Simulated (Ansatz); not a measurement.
**PtS2 monolayer (2H): phonons and vibrational spectra**

Aim: the phonons of PtS2 monolayer (2H) at a cell relaxed beforehand at this level. After the zone centre comes a 6×6×1 q mesh on a 18×18×1 k mesh.

Method: DFT PBE, scalar-relativistic, plane waves, PAW; PAW set soft_1, in Ansatz 0.2.0.

## (1) Set-up

The cell holds 3 atoms: 1 Pt and 2 S. Its edges and angles: a = 3.487 Å, b = 3.487 Å, c = 30.000 Å, α = 90.0°, β = 90.0°, γ = 120.0°. It derives from PtS2. Vacuum lies along c.

## (2) Zone-centre response

The cell comes from relaxations at this level that are not shown. The zone centre comes first: it holds the modes that light can see, as far as symmetry allows. No field response is asked, since the mesh shows no gap.

The input, input.yaml:

```yaml
crystal:
  lattice:
    - [3.4867210453, 0.0, 0.0]
    - [-1.7433605227, 3.0195890011, 0.0]
    - [0.0, 0.0, 30.0]
  atoms:
    - { symbol: Pt, position: [0.3333333333, 0.6666666667, 0.3333333333] }
    - { symbol: S, position: [0.6666666667, 0.3333333333, 0.3795907371] }
    - { symbol: S, position: [0.6666666667, 0.3333333333, 0.2870759295] }
  periodic: [true, true, false]
kpoints:
  mp_grid: { grid: [18, 18, 1] }
hamiltonian:
  xc: pbe
  pseudopotentials: { kind: paw, azcp: { folder: soft_1 } }
scf:
  occupations: { method: methfessel_paxton, width: 0.2 }
output:
  eigenvalues: true
phonons:
  method: dfpt
```

Launch:

```console
$ ansatz run input.yaml --threads 4 --pin off --max-ram 16384MiB --backend cpu --events-out ev --progress --plain --runs-dir out
```

Numbers of over 12 decimals in the logs are rounded to 6 here.

The program printed:

```text
Engine: ansatz 0.2.0, aarch64-unknown-linux-gnu
Pseudopotentials: kind: paw
Pseudopotential: Pt, paw, valence charge 18, recommended cutoff 420 eV (normal), soft_1/Pt.paw.azcp
Pseudopotential: S, paw, valence charge 6, recommended cutoff 420 eV (normal), soft_1/S.paw.azcp
Functional definition: PBE
  parameter kappa = 0.804
  parameter beta = 0.066725
  exchange = pbe_x(kappa = kappa, mu = beta*pi^2/3)
  correlation = pbe_c(beta = beta)
Crystal: 3 atoms, lattice volume = 315.854 Å³
Basis set: ecut = 420 eV, 6167 PW (Γ), exchange–correlation on 48×48×432 points (8 copies of the dense FFT grid, shifted against one another)
Bands: 19, of which v1, the nominal top of the filled ones, is band 15 counted from 1 (14 counted from 0)
Symmetry: 12 space group operations
k-points: 91 of 324 (irreducible under 2 space group operations, time reversal used)
Non-local potential: Pt, projectors of the file, l = 0: 3, l = 1: 2, l = 2: 2, l = 3: 1
Non-local potential: S, projectors of the file, l = 0: 2, l = 1: 2, l = 2: 1
PAW form: soft (Blöchl's): semilocal exchange-correlation on the pseudo side does not see the compensation charge
PAW one-centre angular grid: Pt, 590 points (default); XC on 64 Gauss nodes
PAW one-centre angular grid: S, 110 points (default); XC on 64 Gauss nodes
Initial density: superposition of atomic densities (neutral atoms: chi_scale 0, normalization atom)
Initial wavefunctions: pseudopotential atomic-orbital guess
Functional: x = pbe(κ = 0.804, μ = 0.219515), c = pbe(β = 0.066725)
SCF iter   1: F=—  HF=-14329.162114 eV  |F-HF|=—  |Δ(HF+E_count)|=         —  Δρ=3.81e-2  dr2=6.15e0  ethr=3.10e-3  ⟨swp⟩=15.3  Hψ=16639  notcnv=0
preconditioner: auto → LDOS  [metal: Δε(μ)=0.035 eV  Ē_g=8.554 eV  σ=0.200 eV  W_gap=0.15  n_scr=16 (ndim 8)  ℏωp=9.8 eV  f_vac=0.778  D(μ)=2.94/eV (n_scr^D=12)  β→1.0]
SCF iter   2: F=—  HF=-14328.298563 eV  |F-HF|=—  |Δ(HF+E_count)|=   8.64e-1  S|Δr|=    0.00e0  Δρ=1.09e-2  dr2=7.43e-1  ethr=3.10e-3  ⟨swp⟩=3.1  Hψ=4665  notcnv=0
SCF iter   3: F=—  HF=-14328.210730 eV  |F-HF|=—  |Δ(HF+E_count)|=   8.78e-2  S|Δr|=    0.00e0  Δρ=7.51e-3  dr2=2.26e-1  ethr=2.48e-3  ⟨swp⟩=4.2  Hψ=4940  notcnv=0
SCF iter   4: F=—  HF=-14328.149875 eV  |F-HF|=—  |Δ(HF+E_count)|=   6.09e-2  S|Δr|=    0.00e0  Δρ=1.29e-3  dr2=1.39e-2  ethr=7.53e-4  ⟨swp⟩=3.3  Hψ=4581  notcnv=0
SCF iter   5: F=—  HF=-14328.147896 eV  |F-HF|=—  |Δ(HF+E_count)|=   1.98e-3  S|Δr|=    0.00e0  Δρ=3.00e-4  dr2=1.48e-4  ethr=4.63e-5  ⟨swp⟩=3.4  Hψ=4043  notcnv=0
SCF iter   6: F=—  HF=-14328.148084 eV  |F-HF|=—  |Δ(HF+E_count)|=   1.88e-4  S|Δr|=    0.00e0  Δρ=4.98e-5  dr2=8.47e-6  ethr=4.92e-7  ⟨swp⟩=3.5  Hψ=4180  notcnv=0
SCF iter   7: F=—  HF=-14328.148100 eV  |F-HF|=—  |Δ(HF+E_count)|=   1.58e-5  S|Δr|=    0.00e0  Δρ=1.48e-5  dr2=8.12e-7  ethr=2.82e-8  ⟨swp⟩=3.4  Hψ=3961  notcnv=0
SCF iter   8: F=—  HF=-14328.148204 eV  |F-HF|=—  |Δ(HF+E_count)|=   1.04e-4  S|Δr|=    0.00e0  Δρ=3.92e-6  dr2=4.34e-8  ethr=2.71e-9  ⟨swp⟩=3.3  Hψ=3779  notcnv=0
SCF iter   9: F=—  HF=-14328.148204 eV  |F-HF|=—  |Δ(HF+E_count)|=   1.46e-7  S|Δr|=    0.00e0  Δρ=9.17e-7  dr2=2.15e-9  ethr=1.45e-10  ⟨swp⟩=3.8  Hψ=4430  notcnv=0
SCF iter  10: F=—  HF=-14328.148204 eV  |F-HF|=—  |Δ(HF+E_count)|=   6.01e-9  S|Δr|=    0.00e0  Δρ=2.06e-7  dr2=1.07e-10  ethr=7.17e-12  ⟨swp⟩=3.9  Hψ=4529  notcnv=0
SCF iter  11: F=—  HF=-14328.148204 eV  |F-HF|=—  |Δ(HF+E_count)|=   1.74e-9  S|Δr|=    0.00e0  Δρ=4.44e-8  dr2=1.46e-11  ethr=1.00e-12  ⟨swp⟩=18.3  Hψ=16451  notcnv=0
SCF iter  12: F=-14328.148204 eV  HF=-14328.148204 eV  |F-HF|=3.46e-11  |Δ(HF+E_count)|=  2.06e-10  S|Δr|=    0.00e0  Δρ=8.86e-9  dr2=3.82e-13  ethr=1.00e-12  ⟨swp⟩=9.1  Hψ=10713  notcnv=0
SCF 1 converged in 12 iterations: F = -14328.148204 eV  dr2 = 3.82e-13
  greatest PAW one-centre occupation: 1.000 electrons in one spin orbital (limit 2), on the Pt atom at site 0 (counted from 0), in its partial waves of l = 0
DFPT response loops at Γ: preconditioner auto → none (partly filled bands, converged f_vac=0.779); β = 0.50; Broyden in place of MSR1
SCF converged after 12 iterations
Stability not checked: this state was not tested for a lower state beside it, because cold or Methfessel-Paxton smearing, or corrected tetrahedra, fill the levels in a way that the test cannot read (fill_not_monotonic; see scf.lower_state_search)
Free energy (F): -14328.148204 eV
Harris-Foulkes:  -14328.148204 eV  (|F-HF|=3.46e-11)
Internal energy: -14328.146066 eV  (E = F + TS)
E sigma→0 (E₀):  -14328.147670 eV
Entropy (-TS):   -0.002137 eV (-0.712 meV/atom)
Fermi energy:    -5.190061 eV
--- Per-component energies (eV) ---
  E_band       = -797.701056
  E_kinetic    = 803.148597
  E_local      = -51473.930043  (includes V_loc(G=0)·N_el)
  E_nonlocal   = 273.050494
  E_hartree    = 25184.803760
  E_xc         = -407.244870
  E_vxc        = -432.971476  (∫ρ·V_xc dr)
  E_paw        = -10700.659540  (= ΣΔE_a)
  E_vpaw       = -336.607253  (= ΣTr[D̂ρ^β])
  E_aug_tail   = 0.001114  (compensation charges beyond the density's cutoff)
  E_ewald      = 21992.684421
  E_smearing   = -0.002137  (= −TS)
  E_closure    = -0.000000  (closes the sum)
  Σ components = -14328.148204   (vs F -14328.148204, Δ=0.00e0)
--- Band table (eV; the first three rows and the last of 91) ---
  k-point 0: bands = [... 11 lower, -7.5409, -6.7713, -4.8873, -4.8873, -4.4973, -4.4973, -2.1717, -0.4507]
  k-point 1: bands = [... 11 lower, -7.5842, -6.7356, -4.9807, -4.8463, -4.6239, -4.5640, -1.9853, -0.4031]
  k-point 2: bands = [... 11 lower, -7.7150, -6.6643, -5.1892, -4.9158, -4.7520, -4.7321, -1.5279, -0.2638]
  k-point 90: bands = [... 11 lower, -8.7854, -7.8853, -7.5968, -5.9386, -4.7201, -3.8604, -0.4300, 1.2437]
--- Phonons (Γ-DFPT): 4 representative perturbations + reference, on 91 of 324 k-points (Σ response iterations 22) ---
  k mesh reduced under 2 symmetry operations, with k and −k counted as one. Each operation leaves every solved perturbation unchanged. A smaller set is not used because it would not reduce the number of displacements times k-points to solve
  ASR residual: 1.782e-5 → 0.000e0 eV/Å²; symmetrization residual: 1.491e-5 eV/Å²
  ASR residual per site (eV/Å²): 1.78e-5 1.56e-5 1.56e-5
  Γ frequencies (cm⁻¹): -65.03 -65.03 0.00 0.00 0.00 82.38 127.09 127.09 306.67
  non-analytic LO–TO correction: not included (Born effective charges unavailable; polar crystals: no LO–TO splitting at Γ)
```

The job ended after 2.9 min (4 threads of Arm Neoverse N1, shared host; peak memory 1.9 GiB; 11 min of CPU time).

This step gave:

```
gap on the k-mesh                                       : 0 eV
sum-rule residual before enforcement                    : 1.78e-5 eV/Å²
point group                                             : -6m2
area per atom                                           : 3.509 Å²
highest optical mode at the zone centre (no LO-TO term) : 306.7 cm⁻¹
lowest optical zone-centre mode                         : -65.03 cm⁻¹
```

Patterns of degenerate modes are one choice out of their space. The modes at Γ (shares of kinetic energy by element, %) (negative means imaginary):

```csv
mode,frequency (cm⁻¹),symmetry,Pt %,S %
1,-65.0,E',25,75
2,-65.0,E',25,75
3,0.0,acoustic,75,25
4,0.0,acoustic,75,25
5,0.0,acoustic,75,25
6,82.4,A2'',25,75
7,127.1,E'',0,100
8,127.1,E'',0,100
9,306.7,A1',0,100
```

Displacements in mode 1 (-65.0 cm⁻¹), the largest set to 1:
```
Pt1 -0.33  0.00  0.00
S2   1.00  0.00  0.00
S3   1.00  0.00  0.00
```

Displacements in mode 8 (127.1 cm⁻¹), the largest set to 1:
```
Pt1  0.00  0.00  0.00
S2  -1.00 -0.15  0.00
S3   1.00  0.15  0.00
```

Before it was imposed, the acoustic sum rule was missed by 1.8e-5 eV/Å². Small misses are needed for a sound result but don't prove that mesh and cutoff are converged. The lowest optical mode is imaginary, 65.0i cm⁻¹, so the energy falls along it.

## (3) Response at finite wavevector

Stability and thermal properties need the whole zone. Linear response on a 6×6×1 q mesh gives force constants as far as a supercell of that size would.

input.yaml: that of step 2 with these lines changed.

```diff
@@ -21 +21,10 @@
   method: dfpt
+  qmesh: [6, 6, 1]
+  temperatures: { t_max: 1000, t_step: 50 }
+  qpath:
+    path:
+      - [0.0, 0.0, 0.0]
+      - [0.5, 0.0, 0.0]
+      - [0.33333333, 0.33333333, 0.0]
+      - [0.0, 0.0, 0.0]
+    npoints: 10
```

The program printed:

```text
[...]
Crystal: 3 atoms, lattice volume = 315.854 Å³
Basis set: ecut = 420 eV, 6167 PW (Γ), exchange–correlation on 48×48×432 points (8 copies of the dense FFT grid, shifted against one another)
Bands: 19, of which v1, the nominal top of the filled ones, is band 15 counted from 1 (14 counted from 0)
Symmetry: 12 space group operations
k-points: 37 of 324 (time reversal used)
[...]
SCF iter   1: F=—  HF=-14329.162035 eV  |F-HF|=—  |Δ(HF+E_count)|=         —  Δρ=3.81e-2  dr2=6.15e0  ethr=3.10e-3  ⟨swp⟩=15.0  Hψ=6662  notcnv=0
[...]
SCF iter  11: F=-14328.148204 eV  HF=-14328.148204 eV  |F-HF|=4.00e-11  |Δ(HF+E_count)|=   1.18e-9  S|Δr|=    0.00e0  Δρ=3.41e-8  dr2=7.09e-12  ethr=1.00e-12  ⟨swp⟩=16.1  Hψ=7407  notcnv=0
SCF 1 converged in 11 iterations: F = -14328.148204 eV  dr2 = 7.09e-12
[...]
phonons: the bands overlap, so this run is a metal and interpolates without the dipole-dipole term. If the crystal is really an insulator or semiconductor, its LO-TO splitting is missing
NSCF: frozen V_eff on 37 k-points
WARN: eigensolver did not converge (k=0): 1 band(s) unlocked after 2 eigensolves, warm-restarted (20 sweeps on the last) at ethr=1.51e-12 eV (storage-precision floor; scheduled 1.00e-12 eV) (lowest unlocked band 18, counted from 0; max residual 7.34e-5 eV among the unlocked bands, 7.34e-5 eV over every band; other slots of this pass that fall short are told together in one closing line; warning suppressed until the next SCF loop or pass starts)
WARN: eigensolver did not converge in 29 slots of this pass, the one above among them; of largest residual over every band (k=30): 1 band(s) unlocked (lowest unlocked band 18, counted from 0; max residual 4.95e-3 eV among the unlocked bands, 4.95e-3 eV over every band); of lowest unlocked band (k=0): band 18
[...]
DFPT response loops at q = (0, 0, 0) (fractional): preconditioner auto → none (partly filled bands, converged f_vac=0.779); β = 0.50; Broyden in place of MSR1
[...]
SCF converged after 11 iterations
[...]
Free energy (F): -14328.148204 eV
[...]
Internal energy: -14328.146066 eV  (E = F + TS)
E sigma→0 (E₀):  -14328.147670 eV
Entropy (-TS):   -0.002137 eV (-0.712 meV/atom)
Fermi energy:    -5.190057 eV
[...]
--- Band table (eV; the first three rows and the last of 37) ---
  k-point 0: bands = [... 11 lower, -7.5409, -6.7713, -4.8873, -4.8873, -4.4973, -4.4973, -2.1717, -0.4507]
  k-point 1: bands = [... 11 lower, -7.5842, -6.7356, -4.9807, -4.8463, -4.6239, -4.5640, -1.9853, -0.4031]
  k-point 2: bands = [... 11 lower, -7.7150, -6.6643, -5.1892, -4.9158, -4.7520, -4.7321, -1.5279, -0.2638]
  k-point 36: bands = [... 11 lower, -8.6625, -8.5077, -8.2461, -5.7929, -4.4447, -4.0417, -0.1569, 0.1839]
--- Phonons (Γ-DFPT): 4 representative perturbations + reference (Σ response iterations 22) ---
  ASR residual: 1.185e-4 → 0.000e0 eV/Å²; symmetrization residual: 2.364e-6 eV/Å²
  ASR residual per site (eV/Å²): 1.18e-4 2.09e-5 2.09e-5
  Γ frequencies (cm⁻¹): -65.03 -65.03 0.00 0.00 0.00 82.38 127.09 127.09 306.67
--- Phonons (arbitrary-q DFPT): 7 irreducible q on the 6×6×1 mesh ---
  q = [0.0000, 0.0000, 0.0000] (star 1, of the zone-centre solve; hermiticity 8.09e-7, symmetrization 1.64e-10): -65.03 -65.03 -0.00 0.00 0.00 82.38 127.09 127.09 306.67
  q = [0.0000, 0.1667, 0.0000] (star 6, 6 solved perturbations on 171 of 324 k-point pairs; hermiticity 2.67e-6, symmetrization 4.88e-9): -115.71 -84.93 -82.12 17.44 34.60 66.00 78.11 156.10 301.49
[...]
q = [0.1667, 0.1667, 0.0000] (star 6, 4 solved perturbations in 990 linear systems a pass and spin channel, the states on 324 of 324 k-point pairs; hermiticity 2.93e-6, symmetrization 3.53e-9): -116.07 -62.16 33.81 53.63 76.40 113.10 143.91 193.38 289.10
[...]
sum rule: each row above includes the acoustic sum rule's correction from the zone centre's row sums; it moved no ω² by more than (0.42 cm⁻¹)²
  mesh force constants: q→R imaginary residual 1.56e-18; ASR residual 1.185e-4 → 0.000e0 eV/Å²; symmetrization residual 1.776e-15 eV/Å²
  interpolated dispersion: 31 rows × 9 modes
  density of states and harmonic sums: on the 24×24×1 q-mesh, interpolated from the force constants of a 6×6×1 supercell (no non-analytic term)
  largest difference from the sums on the solved wave vectors: F 3.13e-2 eV, S 3.54e-5 and C_V 5.48e-6 eV/K
  zero-point energy: 0.063874 eV/cell   skipped modes (ω ≤ 0): 105, of them read as no rigid motion or as one in doubt: 102 (1.642e0 modes/cell left out, lowest -129.57 cm⁻¹)   left out of the sums: 1.83e-1 of the cell's modes: C_V's classical limit lies that fraction below 3 k_B per atom; for a crystal, a wire or a layer, F and S can be off by more, and a phonons.interpolated_qmesh denser along its periods is the remedy for the sampling
```

Wall time 41 min (4 threads); peak memory 3.9 GiB.

This step gave:

| Item | Value |
| --- | --- |
| sum-rule residual before enforcement | 1.18e-4 eV/Å² |
| lowest frequency on the path | -129.4 cm⁻¹ |
| highest frequency on the path or at a solved wavevector | 306.7 cm⁻¹ |
| lowest mode on the q mesh (acoustic modes at Γ apart) | -116.1 cm⁻¹ |

Frequencies (cm⁻¹) solved at each irreducible wavevector; negative means imaginary. Frequencies by wavevector, by row:

```csv
q in reciprocal lattice units,star,mode 1,mode 2,mode 3,mode 4,mode 5,mode 6,mode 7,mode 8,mode 9
0 0 0,1,-65,-65,0,0,0,82.4,127.1,127.1,306.7
0 0.1667 0,6,-115.7,-84.9,-82.1,17.4,34.6,66,78.1,156.1,301.5
0 0.3333 0,6,-69,-58.2,51,54.1,94.7,136.9,172.2,195.1,283.1
0 -0.5 0,3,47.2,71.5,77.4,103.2,156.6,177.2,195.8,222,266.3
0.1667 0.1667 0,6,-116.1,-62.2,33.8,53.6,76.4,113.1,143.9,193.4,289.1
0.1667 0.3333 0,12,-43,54.7,64.6,105.1,141.4,176.3,205.3,216.2,273.3
0.3333 0.3333 0,2,-105.2,41.1,66.6,129.6,131,178.8,217.5,236.1,268.9
```

(Part 1 of 2 ends here.)

[Logs are printed without paths, hosts, clocks, repeated set-up lines and the standing remarks that a program may print on its own settings, such as how far it seeks lower states.]

[Hosts, paths, dates, database ids (printed as entryN), source tags and the programs' standing remarks are cut or masked in the printed files.]
